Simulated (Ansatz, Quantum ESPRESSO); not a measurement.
# 1T-PtS2, 1 layer against a metal electrode: the electrode's level over the Fermi level at a withheld member of a series

How the rows were computed: Quantum ESPRESSO 7.5, PBE, GBRV ultrasoft. The slab is relaxed neutral under PBE-D3(BJ), then held. ESM with bc3: vacuum below and a metal electrode about 6 Å above the top atoms. Fermi-Dirac smearing of 0.004 Ry and a dense mesh. Charges are set per cell from the starting area. The series steps the charge of the slab (positive: electrons removed).

```
charge of the slab  electrode's level over the Fermi level (eV)
     1 ×10¹³ e/cm²                                        7.041
     2 ×10¹³ e/cm²                                        7.953
     3 ×10¹³ e/cm²                                        8.852
   4.5 ×10¹³ e/cm²                                       10.196
     6 ×10¹³ e/cm²                                       11.536
     7 ×10¹³ e/cm²                                       12.430
```

To predict: What is the electrode's level over the Fermi level at 8 ×10¹³ e/cm²?

By hand: The rows at 6 ×10¹³ e/cm² and 7 ×10¹³ e/cm² give a slope of (12.430 − (11.536))/(7 − (6)) = 0.894, so a straight line gives 13.324 eV. A parabola through these and the row at 4.5 ×10¹³ e/cm² gives 13.325 eV.

**Check.** 13.325 eV. The line misses by −0.001 and the parabola by 0.000 eV. Both misses are under 5 % of the step from the nearer row.

Caveats: Vacuum fills the gap; ions don't answer the charge; added electrons can spill towards the electrode at the most negative charges. Charges count on the starting cell, which the relaxation changed by some per cent. Members without a usable value, or on the other side of zero field or charge, are not listed.

[Logs are printed without paths, hosts, clocks, repeated set-up lines and the standing remarks that a program may print on its own settings, such as how far it seeks lower states.]
